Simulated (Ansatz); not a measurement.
# Σ11 (113) boundary in fcc Al, starting shift (0.33, 0): structure and resistance, part 3 of 3

How much does the Σ11 (113) boundary in fcc Al, starting shift (0.33, 0) reflect electrons?

Ansatz 0.2.0; Ansatz plane-wave DFT, PBE, PAW files; relaxation of a bicrystal slab with its lowest layers held; PAW set soft_1 (the session's first sound run).

So far. Step 3 (Transmission across the boundary): Over the solved energies the transmission per spin lies between 1.78 and 1.95, out of 2.63 channels of the lead on average (up to 2.70). Step 4 (Specific resistance): Averaged over the energies near the Fermi level, 71.3 % of the channels pass, which makes 0.268 fΩ m².

## Step 5: Single-crystal slab for reference

The free faces cost energy too. A single-crystal slab with the same faces and held layers is relaxed, so that they cancel.

This step: Ansatz plane-wave DFT, PBE, PAW files; relaxation of a single-crystal slab with its lowest layers held; PAW set soft_1 (Ansatz 0.2.0).

System of this step: Al slab, plane (1, 1, 3). The cell holds 16 atoms: 16 Al. Its edges and angles: a = 2.862 Å, b = 4.958 Å, c = 29.308 Å, α = 90.0°, β = 90.0°, γ = 73.2°. It derives from Al. Vacuum lies along c.

File input.yaml:

```yaml
crystal:
  lattice:
    - [2.862347037, 0.0, 0.0]
    - [1.4311735185, 4.7466655708, 0.0]
    - [0.0, 0.0, 29.3076331625]
  atoms:
    - { symbol: Al, position: [0.090909091, 0.818181818, 0.1706040188] }
    - { symbol: Al, position: [0.8181818183, 0.3636363635, 0.2122487627] }
    - { symbol: Al, position: [0.5454545455, 0.9090909089, 0.2538935066] }
    - { symbol: Al, position: [0.2727272728, 0.4545454544, 0.2955382505] }
    - { symbol: Al, position: [1.0e-10, 0.9999999999, 0.3371829945] }
    - { symbol: Al, position: [0.7272727273, 0.5454545453, 0.3788277384] }
    - { symbol: Al, position: [0.4545454546, 0.0909090908, 0.4204724823] }
    - { symbol: Al, position: [0.1818181819, 0.6363636363, 0.4621172262] }
    - { symbol: Al, position: [0.9090909091, 0.1818181817, 0.5037619701] }
    - { symbol: Al, position: [0.6363636364, 0.7272727272, 0.545406714] }
    - { symbol: Al, position: [0.3636363637, 0.2727272727, 0.5870514579] }
    - { symbol: Al, position: [0.0909090909, 0.8181818181, 0.6286962018] }
    - { symbol: Al, position: [0.8181818182, 0.3636363636, 0.6703409457] }
    - { symbol: Al, position: [0.5454545455, 0.9090909091, 0.7119856896] }
    - { symbol: Al, position: [0.2727272727, 0.4545454545, 0.7536304335] }
    - { symbol: Al, position: [0.0, 0.0, 0.7952751774] }
kpoints:
  mp_grid: { grid: [9, 9, 1] }
hamiltonian:
  xc: pbe
  pseudopotentials: { kind: paw, azcp: { folder: soft_1 } }
scf:
  occupations: { method: fermi_dirac, width: 0.1 }
relax:
  f_tol: 0.03
  max_steps: 80
  constraints: [{ sites: [0, 1, 2] }]
```

Launch:

```bash
ansatz run input.yaml --threads 4 --pin off --max-ram 15360MiB --backend cpu --events-out ev --progress --plain --runs-dir out
```

Numbers of over 12 decimals in the logs are rounded to 6 here.

The program printed:

```text
Warning: crystal.symmetry: narrowed to the stabiliser of the relax constraints — unitary ops 4 → 2; lowered at sites 0, 1, 2, 13, 14, 15 (the operations that carried what is held of a site onto what its image site leaves free; the constrained walk keeps no symmetry that its constraints do not admit)
[...]
Crystal: 16 atoms, lattice volume = 398.191 Å³
Basis set: ecut = 420 eV, 7835 PW (Γ), exchange–correlation on 40×72×400 points (8 copies of the dense FFT grid, shifted against one another)
Bands: 40, of which v1, the nominal top of the filled ones, is band 24 counted from 1 (23 counted from 0)
Symmetry: 2 space group operations
k-points: 25 of 81 (time reversal used)
[...]
SCF iter   1: F=—  HF=-8600.105823 eV  |F-HF|=—  |Δ(HF+E_count)|=         —  Δρ=2.12e-2  dr2=2.77e1  ethr=3.10e-3  ⟨swp⟩=9.9  Hψ=6165  notcnv=0  defer=12
[...]
SCF iter   6: F=-8598.413444 eV  HF=-8598.413445 eV  |F-HF|=1.24e-6  |Δ(HF+E_count)|=   9.25e-6  Δρ=1.56e-5  dr2=2.88e-6  ethr=4.69e-8  ⟨swp⟩=5.0  Hψ=3469  notcnv=0
SCF 1 converged in 6 iterations: F = -8598.413444 eV  dr2 = 2.88e-6
[...]
relax step   1: F+E_penalty+E_count = -8598.41344411 eV  Δ(F+E_penalty+E_count) = +0.000e0 eV  max|allowed force component| = 2.582e-1 eV/Å  Δτ_max = 0.0000 Å  (6 SCF iters, dr2 threshold 2.25e-5 eV, accepted)
[...]
SCF iter   4: F=-8598.439348 eV  HF=-8598.439350 eV  |F-HF|=1.60e-6  |Δ(HF+E_count)|=   1.46e-5  Δρ=2.12e-5  dr2=4.07e-6  ethr=8.68e-9  ⟨swp⟩=4.2  Hψ=4385  notcnv=0
SCF 2 converged in 4 iterations: F = -8598.439348 eV  dr2 = 4.07e-6
relax step   2: F+E_penalty+E_count = -8598.43934819 eV  Δ(F+E_penalty+E_count) = -2.590e-2 eV  max|allowed force component| = 5.118e-2 eV/Å  Δτ_max = 0.0996 Å  (4 SCF iters, dr2 threshold 4.17e-6 eV, accepted)
SCF iter   1: F=—  HF=-8598.445004 eV  |F-HF|=—  |Δ(HF+E_count)|=         —  Δρ=1.16e-3  dr2=3.84e-2  ethr=9.33e-4  ⟨swp⟩=3.8  Hψ=2696  notcnv=0  defer=48
[...]
SCF iter   6: F=-8598.442965 eV  HF=-8598.442965 eV  |F-HF|=1.13e-8  |Δ(HF+E_count)|=   2.62e-8  Δρ=1.57e-6  dr2=2.71e-8  ethr=2.08e-10  ⟨swp⟩=5.0  Hψ=3211  notcnv=0
SCF 3 converged in 6 iterations: F = -8598.442965 eV  dr2 = 2.71e-8
relax step   3: F+E_penalty+E_count = -8598.44296500 eV  Δ(F+E_penalty+E_count) = -3.617e-3 eV  max|allowed force component| = 1.480e-2 eV/Å  Δτ_max = 0.0711 Å  (6 SCF iters, accepted)
SCF converged after 6 iterations
Free energy (F): -8598.442965 eV
[...]
Internal energy: -8598.210758 eV  (E = F + TS)
E sigma→0 (E₀):  -8598.326861 eV
Entropy (-TS):   -0.232207 eV (-14.513 meV/atom)
Fermi energy:    3.876577 eV
[...]
--- Forces (eV/Å), atoms counted from 1 ---
  atom   1  Al     0.00000000    -0.00074633     0.13713447
  atom   2  Al    -0.00000000     0.04303573    -0.26133628
  atom   3  Al     0.00000000    -0.05754588     0.13093245
  atom   4  Al     0.00000000    -0.00146945     0.00218407
  atom   5  Al    -0.00000000     0.00435215     0.00090469
  atom   6  Al     0.00000000     0.00151672    -0.00488356
  atom   7  Al    -0.00000000    -0.00343492     0.00297737
  atom   8  Al    -0.00000000     0.00642836     0.00374747
  atom   9  Al     0.00000000    -0.00493908    -0.00227262
  atom  10  Al     0.00000000     0.00570184    -0.00716063
  atom  11  Al    -0.00000000    -0.00215034     0.00552661
  atom  12  Al     0.00000000     0.00008289     0.00262053
  atom  13  Al    -0.00000000     0.00394144    -0.01244266
  atom  14  Al    -0.00000000    -0.00244711    -0.00799197
  atom  15  Al    -0.00000000     0.00355022    -0.00472244
  atom  16  Al     0.00000000     0.00411544     0.01480344
  max |Σ_I F_I| component: 2.09e-5 eV/Å
--- Relaxed structure (3 steps of the walk, 3 accepted, 0 SCFs on fresh bases) ---
  F+E_penalty+E_count = -8598.44296500 eV   max|allowed force component| = 1.480e-2 eV/Å
  atoms:
    - { symbol: Al, position: [0.090909, 0.818182, 0.170604] }
    - { symbol: Al, position: [0.81818181825, 0.363636, 0.212248762725] }
    - { symbol: Al, position: [0.54545454555, 0.909091, 0.253894] }
    - { symbol: Al, position: [0.275108, 0.449784, 0.295560] }
    - { symbol: Al, position: [0.00260418, 0.994792, 0.337066] }
    - { symbol: Al, position: [0.729222, 0.541555, 0.377680] }
    - { symbol: Al, position: [0.454901, 0.090198, 0.419897] }
    - { symbol: Al, position: [0.180619, 0.638762, 0.460203] }
    - { symbol: Al, position: [0.905863, 0.188274, 0.502509] }
    - { symbol: Al, position: [0.631790, 0.736420, 0.542618] }
    - { symbol: Al, position: [0.356736, 0.286528, 0.585328] }
    - { symbol: Al, position: [0.083819, 0.832362, 0.624952] }
    - { symbol: Al, position: [0.809949, 0.380103, 0.668227] }
    - { symbol: Al, position: [0.539871, 0.920257, 0.706952] }
    - { symbol: Al, position: [0.269450, 0.461099, 0.754007] }
    - { symbol: Al, position: [-0.000811397, 0.00162279, 0.789463] }
```

The job ended after 21 s (4 threads of Arm Neoverse V1, shared host; peak memory 0.82 GiB; 84 s of CPU time).

Step by step:

```
step  energy less that of the first step (eV)  largest force component (eV/Å)
   1                                   0.0000                          0.2582
   2                                  -0.0259                          0.0512
   3                                  -0.0295                          0.0148
```

The atoms that moved most (Å):

```
atom     dx     dy      dz  length
Al16  0.000  0.008  -0.170   0.171
Al14  0.000  0.053  -0.148   0.157
Al12  0.000  0.067  -0.110   0.129
Al13  0.000  0.078  -0.062   0.100
Al10  0.000  0.043  -0.082   0.093
Al11  0.000  0.066  -0.051   0.083
 Al8  0.000  0.011  -0.056   0.057
 Al9  0.000  0.031  -0.037   0.048
```

The relaxed structure:

```xyz
16
Lattice="2.8623 0.0000 0.0000 1.4312 4.7467 0.0000 0.0000 0.0000 29.3076" Properties=species:S:1:pos:R:3
Al    1.4312    3.8836    5.0000
Al    2.8623    1.7261    6.2205
Al    2.8623    4.3152    7.4410
Al    1.4312    2.1350    8.6622
Al    1.4312    4.7219    9.8786
Al    2.8623    2.5706   11.0689
Al    1.4312    0.4281   12.3062
Al    1.4312    3.0320   13.4875
Al    2.8623    0.8937   14.7273
Al    2.8623    3.4955   15.9029
Al    1.4312    1.3601   17.1546
Al    1.4312    3.9509   18.3159
Al    2.8623    1.8042   19.5841
Al    2.8623    4.3682   20.7191
Al    1.4312    2.1887   22.0982
Al    0.0000    0.0077   23.1373
```

This step gave:

* free energy: -8598.4430 eV
* energy at zero smearing: -8598.3269 eV
* Fermi energy: 3.877 eV

The largest force component on a free atom ends at 0.015 eV/Å, under the tolerance of 0.03, after 3 steps.

## Step 6: Bulk reference

The perfect crystal gives the energy per atom, for the atoms by which bicrystal and slab differ.

This step: Ansatz plane-wave DFT, PBE, PAW files; bulk reference; PAW set soft_1 (Ansatz 0.2.0).

System of this step: Al. It takes space group Fm-3m (No. 225, cubic). Conventional cell: a = 4.048 Å, b = 4.048 Å, c = 4.048 Å, α = 90.00°, β = 90.00°, γ = 90.00°. Nearest to Al lie 12 Al at 2.86 Å.

input.yaml, the sections that differ from step 5:

```yaml
crystal:
  lattice:
    - [0.0, 2.023985, 2.023985]
    - [2.023985, 0.0, 2.023985]
    - [2.023985, 2.023985, 0.0]
  atoms:
    - { symbol: Al, position: [0.0, 0.0, 0.0] }
kpoints:
  mp_grid: { grid: [18, 18, 18] }
# hamiltonian, scf: as in step 5
# relax: removed
```

The program printed:

```text
[...]
Crystal: 1 atoms, lattice volume = 16.583 Å³
Basis set: ecut = 420 eV, 331 PW (Γ)
Bands: 6, of which v1, the nominal top of the filled ones, is band 2 counted from 1 (1 counted from 0)
Symmetry: 48 space group operations
[...]
k-points: 195 of 5832
[...]
SCF iter   1: F=—  HF=-537.541617 eV  |F-HF|=—  |Δ(HF+E_count)|=         —  Δρ=2.25e-2  dr2=8.96e-2  ethr=3.10e-3  ⟨swp⟩=4.3  Hψ=9770  notcnv=0
[...]
SCF iter   5: F=-537.508360 eV  HF=-537.508360 eV  |F-HF|=7.58e-11  |Δ(HF+E_count)|=   4.82e-8  Δρ=1.70e-6  dr2=2.71e-10  ethr=2.71e-9  ⟨swp⟩=1.0  Hψ=2876  notcnv=0
SCF 1 converged in 5 iterations: F = -537.508360 eV  dr2 = 2.71e-10
[...]
SCF converged after 5 iterations
Free energy (F): -537.508360 eV
[...]
Internal energy: -537.493812 eV  (E = F + TS)
E sigma→0 (E₀):  -537.501086 eV
Entropy (-TS):   -0.014548 eV (-14.548 meV/atom)
Fermi energy:    7.869441 eV
[...]
```

The job ended after 0.39 s (4 threads; peak memory 0.24 GiB; 1.1 s of CPU time).

Numbers from this step:

```
free energy             : -537.5084 eV
energy at zero smearing : -537.5011 eV
Fermi energy            : 7.869 eV
```

## Step 7: Boundary energy

This step: Ansatz plane-wave DFT, PBE, PAW files; bicrystal less single-crystal slab less bulk atoms, a boundary area; PAW set soft_1 (Ansatz 0.2.0).

Numbers from this step:

```
excess energy of the cell : 0.1442 eV
boundary energy           : 0.1701 J/m²
```

The boundary costs 0.17 J/m².

By hand: 0.144 eV / 13.59 Å² × 16.02 = 0.170 J/m².

## Step 8: Results

```yaml
specific_resistance_of_the_boundary: 0.268 fΩ m²
share_of_channels_that_pass: 0.713
boundary_energy: 0.170 J/m²
```

In words: The boundary has a specific resistance of 0.27 fΩ m² and an energy of 0.17 J/m². The boundary reflects 29 % of the channels; 0.27 fΩ m² is 2.7×10⁻¹² Ω·cm². That equals the resistance of 9.8 nm of bulk Al at 300 K (measured 2.733 µΩ cm, CRC Handbook of Chemistry and Physics, 84th ed., 2003, Electrical Resistivity of Pure Metals). In the relaxation the upper grain slid sideways by about 0.7 Å, so the result belongs to the position that it found, not to the starting one. One starting structure was relaxed; another shift or atom count at the boundary may lie lower.

[Logs are printed without paths, hosts, clocks, repeated set-up lines and the standing remarks that a program may print on its own settings, such as how far it seeks lower states.]

[Hosts, paths, dates, database ids (printed as entryN), source tags and the programs' standing remarks are cut or masked in the printed files.]
